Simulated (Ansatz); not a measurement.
# Sr on Re(0001): change of the work function, part 4 of 4

How does one ordered layer of Sr (hcp site) change the work function of Re(0001), and what dipole does each adsorbate carry?

Ansatz 0.2.0; plane-wave DFT, r2SCAN, Ansatz PAW (the session's first sound run).

So far, work function, upper face (eV): step 2 (the clean slab, r2SCAN) 4.99; step 3 (the covered slab, r2SCAN) 2.20; step 5 (the 0.25 ML cell at another level of theory, cutoff 420 eV, functional RPBE) 2.14; step 6 (the 0.25 ML cell at another level of theory, cutoff 420 eV, functional revpbe) 2.14; step 7 (the 0.25 ML cell at another level of theory, cutoff 1290 eV, functional PBE, PBE JTH) 2.21.

## 9. Varying the input

This step: plane-wave DFT, r2SCAN, Ansatz PAW (Ansatz 0.2.0).

A run with a changed input: it repeats the earlier run at 0.25 ML with scf.mixing.algorithm to anderson, scf.mixing.beta to 0.7 and scf.mixing.ndim to 8; its output block differs too.

The input, input.yaml:

```yaml
crystal:
  lattice:
    - [5.5199999999, 0.0, 0.0]
    - [2.76, 4.7804602288, 0.0]
    - [0.0, 0.0, 27.8831061138]
  atoms:
    - { symbol: Re, position: [0.3333333333, 0.3333333333, 0.3227760911] }
    - { symbol: Re, position: [0.0, 0.0, 0.4027062105] }
    - { symbol: Re, position: [0.3333333333, 0.3333333333, 0.4851909864] }
    - { symbol: Re, position: [0.0, 0.0, 0.5601319581] }
    - { symbol: Re, position: [0.3333333333, 0.8333333333, 0.3227760911] }
    - { symbol: Re, position: [0.0, 0.5, 0.4027062105] }
    - { symbol: Re, position: [0.3333333333, 0.8333333333, 0.4851909864] }
    - { symbol: Re, position: [0.0, 0.5, 0.5601319581] }
    - { symbol: Re, position: [0.8333333333, 0.3333333333, 0.3227760911] }
    - { symbol: Re, position: [0.5, 0.0, 0.4027062105] }
    - { symbol: Re, position: [0.8333333333, 0.3333333333, 0.4851909864] }
    - { symbol: Re, position: [0.5, 0.0, 0.5601319581] }
    - { symbol: Re, position: [0.8333333333, 0.8333333333, 0.3227760911] }
    - { symbol: Re, position: [0.5, 0.5, 0.4027062105] }
    - { symbol: Re, position: [0.8333333333, 0.8333333333, 0.4851909864] }
    - { symbol: Re, position: [0.5, 0.5, 0.5601319581] }
    - { symbol: Sr, position: [0.3333333333, 0.3333333333, 0.6772239089] }
kpoints:
  mp_grid: { grid: [6, 6, 1] }
hamiltonian:
  xc: r2scan
scf:
  occupations: { method: fermi_dirac, width: 0.1 }
  convergence: { dr2_threshold: 1.0e-08 }
  mixing: { algorithm: anderson, beta: 0.7, ndim: 8 }
efield:
  axis: 3
  dipole_correction: true
  ramp_position: 0.97
  ramp_width: 0.06
relax:
  f_tol: 0.02
  max_steps: 60
  constraints: [{ sites: [0, 1, 4, 5, 8, 9, 12, 13] }]
output:
  bader: true
  dos: { projected: true, e_range: [-8, 4] }
  write_potential: true
  write_density: true
  volumetric_format: npy
```

Launch:

```console
> ansatz run input.yaml --threads 8 --pin off --max-ram 12288MiB --backend cpu --events-out ev --progress --plain --runs-dir out
```

Numbers of over 12 decimals in the logs are rounded to 6 here.

What it wrote:

```text
[...]
Crystal: 17 atoms, lattice volume = 735.783 Å³
Basis set: ecut = 500 eV, 18635 PW (Γ), exchange–correlation on 180×180×864 points (64 copies of the dense FFT grid, shifted against one another)
Bands: 150, of which v1, the nominal top of the filled ones, is band 125 counted from 1 (124 counted from 0)
Symmetry: 6 space group operations
[...]
k-points: 7 of 36 (time reversal used)
[...]
SCF iter   1: F=—  HF=-177639.414439 eV  |F-HF|=—  |Δ(HF+E_count)|=         —  Δρ=8.64e-3  dr2=4.16e0  dr2_τ=1.23e0  ethr=1.77e-3  p=0.427 e·Å  D=1.05e-1 V/Å  ΔV_dip=-2.93 eV  dr2_dipole=1.58e0  V_vac-E_F(+/−)=2.42/5.35 eV  ⟨swp⟩=13.1  Hψ=5958  notcnv=0
[...]
SCF iter  12: F=-177639.647976 eV  HF=-177639.647976 eV  |F-HF|=1.25e-8  |Δ(HF+E_count)|=   9.44e-8  Δρ=5.41e-7  dr2=5.03e-9  dr2_τ=2.83e-10  ethr=4.00e-12  p=0.326 e·Å  D=8.03e-2 V/Å  ΔV_dip=-2.24 eV  dr2_dipole=2.40e-11  V_vac-E_F(+/−)=2.92/5.16 eV  ⟨swp⟩=11.9  Hψ=9028  notcnv=0
SCF 1 converged in 12 iterations: F = -177639.647976 eV  dr2 = 5.03e-9
[...]
relax step   1: F+E_penalty+E_count = -177639.64797573 eV  Δ(F+E_penalty+E_count) = +0.000e0 eV  max|allowed force component| = 1.104e0 eV/Å  Δτ_max = 0.0000 Å  (12 SCF iters, accepted)
[...]
SCF iter  12: F=-177639.852740 eV  HF=-177639.852740 eV  |F-HF|=2.10e-9  |Δ(HF+E_count)|=   6.20e-9  Δρ=2.91e-7  dr2=2.74e-9  dr2_τ=1.15e-10  ethr=1.42e-12  p=0.353 e·Å  D=8.67e-2 V/Å  ΔV_dip=-2.42 eV  dr2_dipole=3.08e-10  V_vac-E_F(+/−)=2.75/5.17 eV  ⟨swp⟩=12.0  Hψ=7574  notcnv=0
SCF 2 converged in 12 iterations: F = -177639.852740 eV  dr2 = 2.74e-9
[...]
relax step   2: F+E_penalty+E_count = -177639.85273990 eV  Δ(F+E_penalty+E_count) = -2.048e-1 eV  max|allowed force component| = 9.846e-1 eV/Å  Δτ_max = 0.1680 Å  (12 SCF iters, accepted)
SCF iter   1: F=—  HF=-177639.844272 eV  |F-HF|=—  |Δ(HF+E_count)|=         —  Δρ=2.45e-3  dr2=2.69e-1  dr2_τ=1.29e0  ethr=2.41e-3  p=0.353 e·Å  D=8.67e-2 V/Å  ΔV_dip=-2.42 eV  dr2_dipole=4.34e-2  V_vac-E_F(+/−)=2.76/5.18 eV  ⟨swp⟩=5.9  Hψ=2790  notcnv=0
[...]
SCF iter  12: F=-177640.016895 eV  HF=-177640.016895 eV  |F-HF|=1.05e-9  |Δ(HF+E_count)|=   2.28e-8  Δρ=4.21e-7  dr2=7.21e-9  dr2_τ=2.62e-10  ethr=4.00e-12  p=0.389 e·Å  D=9.56e-2 V/Å  ΔV_dip=-2.67 eV  dr2_dipole=6.81e-10  V_vac-E_F(+/−)=2.51/5.17 eV  ⟨swp⟩=12.0  Hψ=8836  notcnv=0
SCF 3 converged in 12 iterations: F = -177640.016895 eV  dr2 = 7.21e-9
relax step   3: F+E_penalty+E_count = -177640.01689514 eV  Δ(F+E_penalty+E_count) = -1.642e-1 eV  max|allowed force component| = 6.027e-1 eV/Å  Δτ_max = 0.1950 Å  (12 SCF iters, accepted)
[...]
relax step   4: F+E_penalty+E_count = -177640.08549788 eV  Δ(F+E_penalty+E_count) = -6.860e-2 eV  max|allowed force component| = 9.838e-2 eV/Å  Δτ_max = 0.1974 Å  (12 SCF iters, accepted)
[...]
relax step   5: F+E_penalty+E_count = -177640.08824321 eV  Δ(F+E_penalty+E_count) = -2.745e-3 eV  max|allowed force component| = 6.399e-2 eV/Å  Δτ_max = 0.0186 Å  (10 SCF iters, accepted)
SCF iter   1: F=—  HF=-177640.079288 eV  |F-HF|=—  |Δ(HF+E_count)|=         —  Δρ=4.20e-4  dr2=2.10e-3  dr2_τ=2.48e-2  ethr=2.14e-5  p=0.433 e·Å  D=1.06e-1 V/Å  ΔV_dip=-2.97 eV  dr2_dipole=3.42e-5  V_vac-E_F(+/−)=2.20/5.17 eV  ⟨swp⟩=2.0  Hψ=1733  notcnv=0  defer=1
[...]
SCF iter  10: F=-177640.088668 eV  HF=-177640.088668 eV  |F-HF|=2.91e-11  |Δ(HF+E_count)|=   8.88e-9  Δρ=4.10e-7  dr2=3.78e-9  dr2_τ=1.75e-10  ethr=4.00e-12  p=0.434 e·Å  D=1.07e-1 V/Å  ΔV_dip=-2.97 eV  dr2_dipole=1.22e-9  V_vac-E_F(+/−)=2.20/5.17 eV  ⟨swp⟩=14.3  Hψ=7991  notcnv=0
SCF 6 converged in 10 iterations: F = -177640.088668 eV  dr2 = 3.78e-9
relax step   6: F+E_penalty+E_count = -177640.08866826 eV  Δ(F+E_penalty+E_count) = -4.251e-4 eV  max|allowed force component| = 1.222e-2 eV/Å  Δτ_max = 0.0116 Å  (10 SCF iters, accepted)
[...]
SCF iter   2: F=-177640.088668 eV  HF=-177640.088668 eV  |F-HF|=2.91e-10  |Δ(HF+E_count)|=   2.24e-9  Δρ=2.26e-7  dr2=1.86e-9  dr2_τ=8.23e-11  ethr=1.37e-12  p=0.434 e·Å  D=1.07e-1 V/Å  ΔV_dip=-2.97 eV  dr2_dipole=4.14e-10  V_vac-E_F(+/−)=2.20/5.17 eV  ⟨swp⟩=10.6  Hψ=7056  notcnv=0
SCF 7 converged in 2 iterations: F = -177640.088668 eV  dr2 = 1.86e-9
[...]
SCF converged after 2 iterations
Stability not checked: this state was not tested for a lower state beside it, because the mixer in use, unlike msr1, does not test its closes by its own steps (another_mixer; see scf.mixing.algorithm and scf.lower_state_search)
Free energy (F): -177640.088668 eV
[...]
Internal energy: -177639.679121 eV  (E = F + TS)
E sigma→0 (E₀):  -177639.883895 eV
Entropy (-TS):   -0.409547 eV (-24.091 meV/atom)
Fermi energy:    5.871166 eV
Dipole field:    D = 0.106666 V/Å  (p = 0.433725 e·Å, saw-weighted, corrected)
Work function:   Φ+ = 2.1953 eV   Φ− = 5.1695 eV
[...]
--- Forces (eV/Å), atoms counted from 1 ---
  atom   1  Re    -0.00000000     0.00000000     1.52903633
  atom   2  Re     0.00000000    -0.00000000    -1.68558992
  atom   3  Re     0.00000000     0.00000000     0.00636174
  atom   4  Re    -0.00000000    -0.00000000     0.00097686
  atom   5  Re    -0.01092591     0.00630808     1.62553335
  atom   6  Re    -0.01989950     0.01148898    -1.57549610
  atom   7  Re    -0.00592316     0.00341974     0.00154055
  atom   8  Re    -0.01057306     0.00610436    -0.00427436
  atom   9  Re    -0.00000000    -0.01261615     1.62553335
  atom  10  Re    -0.00000000    -0.02297797    -1.57549610
  atom  11  Re    -0.00000000    -0.00683948     0.00154055
  atom  12  Re    -0.00000000    -0.01220872    -0.00427436
  atom  13  Re     0.01092591     0.00630808     1.62553335
  atom  14  Re     0.01989950     0.01148898    -1.57549610
  atom  15  Re     0.00592316     0.00341974     0.00154055
  atom  16  Re     0.01057306     0.00610436    -0.00427436
  atom  17  Sr     0.00000000    -0.00000000     0.00731140
  max |Σ_I F_I| component: 6.69e-6 eV/Å
--- Band table (eV; the first three rows and the last of 7) ---
  k-point 0: bands = [... 121 lower, 6.2248, 6.3036, 6.3036, 6.4018, 6.7800, 6.7800, 7.4875, 7.4875, ... 21 higher]
  k-point 1: bands = [... 121 lower, 5.8129, 5.9105, 5.9295, 6.0839, 6.6405, 6.6511, 6.7467, 6.7654, ... 21 higher]
  k-point 2: bands = [... 121 lower, 5.3508, 5.4027, 5.4510, 5.4664, 5.6380, 5.7691, 6.0777, 6.5576, ... 21 higher]
  k-point 6: bands = [... 121 lower, 5.5273, 5.5641, 5.7057, 5.7378, 5.8385, 5.9655, 6.2785, 6.3466, ... 21 higher]
--- Relaxed structure (6 steps of the walk, 6 accepted, 0 SCFs on fresh bases) ---
  F+E_penalty+E_count = -177640.08866826 eV   max|allowed force component| = 1.222e-2 eV/Å
  atoms:
    - { symbol: Re, position: [0.333333, 0.333333, 0.322776] }
    - { symbol: Re, position: [1.632680918509386e-17, 1.632680918509386e-17, 0.402706] }
    - { symbol: Re, position: [0.333333, 0.333333, 0.485363] }
    - { symbol: Re, position: [1.632680918509386e-17, 1.632680918509386e-17, 0.563560] }
    - { symbol: Re, position: [0.333333, 0.833333, 0.322776] }
    - { symbol: Re, position: [5.551115123125783e-17, 0.5, 0.402706] }
    - { symbol: Re, position: [0.331225, 0.834387, 0.485497] }
    - { symbol: Re, position: [-0.00492737, 0.502464, 0.559735] }
    - { symbol: Re, position: [0.833333, 0.333333, 0.322776] }
    - { symbol: Re, position: [0.5, 1.6326809184689963e-17, 0.402706] }
    - { symbol: Re, position: [0.834387, 0.331225, 0.485497] }
    - { symbol: Re, position: [0.502464, -0.00492737, 0.559735] }
    - { symbol: Re, position: [0.833333, 0.833333, 0.322776] }
    - { symbol: Re, position: [0.500000, 0.5, 0.402706] }
    - { symbol: Re, position: [0.834387, 0.834387, 0.485497] }
    - { symbol: Re, position: [0.502464, 0.502464, 0.559735] }
    - { symbol: Sr, position: [0.333333, 0.333333, 0.656434] }
--- Bader charges: 17 sites ---
  site symbol  charge [e]  shift [e]
     0     Re     -0.0739     0.0001
     1     Re      0.0588     0.0001
     2     Re      0.0703     0.0002
     3     Re     -0.3397     0.0003
     4     Re     -0.0710     0.0001
     5     Re      0.0588     0.0001
     6     Re      0.0891     0.0001
     7     Re     -0.3468     0.0001
     8     Re     -0.0710     0.0001
     9     Re      0.0588     0.0001
    10     Re      0.0891     0.0001
    11     Re     -0.3467     0.0001
    12     Re     -0.0710     0.0001
    13     Re      0.0588     0.0001
    14     Re      0.0891     0.0001
    15     Re     -0.3467     0.0001
    16     Sr      1.0942     0.0000
  estimated error of the sums over rays = 7.4e-4 e
```

Run time: 3.2 min. Hardware: 8 threads of Arm Neoverse V2, shared host; peak memory 6.1 GiB; 25 min of CPU time.

The steps of the relaxation:

```tsv
step	energy less that of the first step (eV)	largest force component (eV/Å)
1	0.0000	1.1037
2	-0.2048	0.9846
3	-0.3689	0.6027
4	-0.4375	0.0984
5	-0.4403	0.0640
6	-0.4407	0.0122
```

The run keeps the 6 symmetry operations that it works with, so distortions that break them were not tested.

The atoms that moved most (Å):

```tsv
atom	dx	dy	dz	length
Sr17	0.000	0.000	-0.580	0.580
Re4	0.000	0.000	0.096	0.096
Re12	0.000	-0.024	-0.011	0.026
Re16	0.020	0.012	-0.011	0.026
Re8	-0.020	0.012	-0.011	0.026
Re15	0.009	0.005	0.009	0.013
Re11	0.000	-0.010	0.009	0.013
Re7	-0.009	0.005	0.009	0.013
```

Final coordinates:

```xyz
17
Lattice="5.5200 0.0000 0.0000 2.7600 4.7805 0.0000 0.0000 0.0000 27.8831" Properties=species:S:1:pos:R:3
Re    2.7600    1.5935    9.0000
Re    0.0000    0.0000   11.2287
Re    2.7600    1.5935   13.5334
Re    0.0000    0.0000   15.7138
Re    4.1400    3.9837    9.0000
Re    1.3800    2.3902   11.2287
Re    4.1313    3.9888   13.5372
Re    1.3596    2.4020   15.6072
Re    5.5200    1.5935    9.0000
Re    2.7600    0.0000   11.2287
Re    5.5200    1.5834   13.5372
Re    2.7600   -0.0236   15.6072
Re    6.9000    3.9837    9.0000
Re    4.1400    2.3902   11.2287
Re    6.9087    3.9888   13.5372
Re    4.1604    2.4020   15.6072
Sr    2.7600    1.5935   18.3034
```

This step gave:

| Property | Result |
| --- | --- |
| energy at zero smearing | -177639.8839 eV |
| work function, upper face | 2.195 eV |
| work function, lower face | 5.169 eV |
| dipole along the normal | 0.4337 e·Å |
| step between the vacuum levels | -2.974 eV |

The density of states has structure finer than the step of the table below, so its rows give means over 0.25 eV, whole bins alone (the curve runs from -8 to 1.98 eV). Peaks (eV: height): -2.560: 35.5, -2.380: 48.7, -1.500: 33.2, -0.330: 52.5, 0.840: 35.3, 1.110: 46.2, 1.920: 51.8.

Table of density of states by energy, zero at the Fermi level; means over each step:

```tsv
energy (eV)	density of states (states/eV a cell)
-7.75	2.00
-7.50	1.80
-7.25	2.22
-7.00	3.47
-6.75	5.65
-6.50	5.89
-6.25	10.7
-6.00	12.9
-5.75	11.8
-5.50	14.5
-5.25	17.4
-5.00	14.7
-4.75	10.1
-4.50	14.2
-4.25	14.2
-4.00	17.8
-3.75	9.98
-3.50	16.5
-3.25	15.1
-3.00	9.15
-2.75	13.8
-2.50	22.6
-2.25	22.6
-2.00	16.7
-1.75	19.4
-1.50	28.3
-1.25	27.2
-1.00	23.1
-0.75	18.0
-0.50	18.3
-0.25	23.7
0.00	10.7
0.25	11.2
0.50	8.17
0.75	19.3
1.00	19.2
1.25	13.7
1.50	13.4
1.75	16.8
```

Projected DOS per atom over height of the atomic layer and energy from the Fermi level. Layers: Re4 Re4 Re4 Re4 Sr from below.

Ten even steps from '0' (0.00 states/eV) to '9' (2.07 states/eV), each cell a mean:
```
54341
42230
53341
22123
33231
76551
64571
96791
53461
75461
33341
44330
34330
45440
33440
45430
34540
24530
12310
01110
00000
00000
```
Columns: height of the atomic layer (Å) from 9 to 18.3 (not evenly spaced); rows upwards: energy from the Fermi level (eV) from -7.96 to 1.95.

```tsv
quantity	this run	earlier run	difference
work function, upper face (eV)	2.195	2.195	-2.9e-5
work function, lower face (eV)	5.169	5.169	5.4e-5
dipole along the normal (e·Å)	0.4337	0.4337	1.2e-5
```

Nothing in the table moves by 0.01 in its unit (for the dipole 0.5 % and 5e-5 e·Å).

## 10. The same run with other settings

System of this step: Re(0001). The cell holds 4 atoms: 4 Re. Cell: a = 2.760 Å, b = 2.760 Å, c = 24.686 Å, α = 90.0°, β = 90.0°, γ = 60.0°. Vacuum lies along c.

An input spoilt on purpose, to show how the run answers: it repeats the earlier run at 0 ML with efield.ramp_width from 0.06 to 0.9, and scf.max_iter set to 80.

The input, input.yaml:

```yaml
crystal:
  lattice:
    - [2.76, 0.0, 0.0]
    - [1.38, 2.3902301144, 0.0]
    - [0.0, 0.0, 24.6861]
  atoms:
    - { symbol: Re, position: [0.6666666667, 0.6666666667, 0.3645776368] }
    - { symbol: Re, position: [0.0, 0.0, 0.4548592123] }
    - { symbol: Re, position: [0.6666666667, 0.6666666667, 0.5451407877] }
    - { symbol: Re, position: [0.0, 0.0, 0.6354223632] }
kpoints:
  mp_grid: { grid: [12, 12, 1] }
hamiltonian:
  xc: r2scan
scf:
  occupations: { method: fermi_dirac, width: 0.1 }
  convergence: { dr2_threshold: 1.0e-08 }
  max_iter: 80
efield:
  axis: 3
  dipole_correction: true
  ramp_position: 0.97
  ramp_width: 0.9
relax:
  f_tol: 0.02
  max_steps: 60
  constraints: [{ sites: [0, 1] }]
output:
  write_potential: true
  write_density: true
  volumetric_format: npy
```

What it wrote:

```text
The last accepted step is kept in <dir> (removed where the run ends without a failure and the disk answers)
Engine: ansatz 0.2.0, aarch64-unknown-linux-gnu
Pseudopotentials: kind: paw
Pseudopotential: Re, paw, valence charge 15, recommended cutoff 500 eV (meta_gga), Re.paw.azcp
Functional definition: r2SCAN
  parameter k0 = 0.174
  parameter k1 = 0.065
  parameter a1 = 4.9479
  exchange = r2scan_x(k0 = k0, k1 = k1, a1 = a1)
  correlation = r2scan_c
Crystal: 4 atoms, lattice volume = 162.855 Å³
Basis set: ecut = 500 eV, 3979 PW (Γ), exchange–correlation on 96×96×768 points (64 copies of the dense FFT grid, shifted against one another)
Bands: 36, of which v1, the nominal top of the filled ones, is band 30 counted from 1 (29 counted from 0)
Symmetry: 6 space group operations
k-points: 19 of 144 (time reversal used)
Non-local potential: Re, projectors of the file, l = 0: 3, l = 1: 2, l = 2: 2, l = 3: 1
PAW form: soft (Blöchl's): semilocal exchange-correlation on the pseudo side does not see the compensation charge
PAW frozen core: Re, regenerated for the run's functional (the file was generated under x = pbe(κ = 0.804, μ = 0.219515), c = pbe(β = 0.066725))
PAW one-centre angular grid: Re, 590 points (default); XC on 160 Gauss nodes
Initial density: superposition of atomic densities (neutral atoms: chi_scale 0, normalization atom), corrected by the library's trained network
Initial wavefunctions: pseudopotential atomic-orbital guess
Functional: x = r2scan, c = r2scan; τ floored in thin density (d = 2e-4 eV/Å³)
Error: efield: ion 0 (Re) at fractional coordinate 0.3646 along the field axis lies inside the sawtooth ramp with 2 of the planes that the density is read on at each end, [0.9596, 0.8804] — the ramp must sit in vacuum (an ion there feels the fictitious reversed slope); set or move the ramp (efield.ramp_position / ramp_width) or move the geometry
```

Run time: 0.24 s. Hardware: 8 threads; peak memory 0.36 GiB.

The program refused the input before any cycle.

The program's message: “Error: efield: ion 0 (Re) at fractional coordinate 0.3646 along the field axis lies inside the sawtooth ramp with 2 of the planes that the density is read on at each end, [0.9596, 0.8804] — the ramp m …”

The fault put into the input: a ramp so wide that it reaches the atoms.

## 11. Results

| Property | Result |
| --- | --- |
| work function of the clean face | 4.99 eV |
| work function at 0.25 ML | 2.20 eV |
| dipole per adsorbate at 0.25 ML, positive end outwards | 1.94 D |

Sr lowers the work function of Re(0001) at the lowest coverage, by 2.80 eV: the adsorbate layer has its positive end outwards. One coverage alone was completed, so no trend follows. The slab has 4 layers, at the tabulated experimental lattice constant, one starting site was run, and quantum-size effects of a slab this thin can reach one or two tenths of an eV.

[Logs are printed without paths, hosts, clocks, repeated set-up lines and the standing remarks that a program may print on its own settings, such as how far it seeks lower states.]

[Hosts, paths, dates, database ids (printed as entryN), source tags and the programs' standing remarks are cut or masked in the printed files.]

[Maps of the electrostatic potential energy from Ansatz leave out the sawtooth potential of an applied field or a dipole correction, so their vacuum need not be flat; planar profiles and work functions include it.]

[The density of states shown here was stored with 400 of the rows of the run's finer table, so its peaks can read low, often by over a quarter, or be missed, and its means over a window can be off by a tenth or more.]
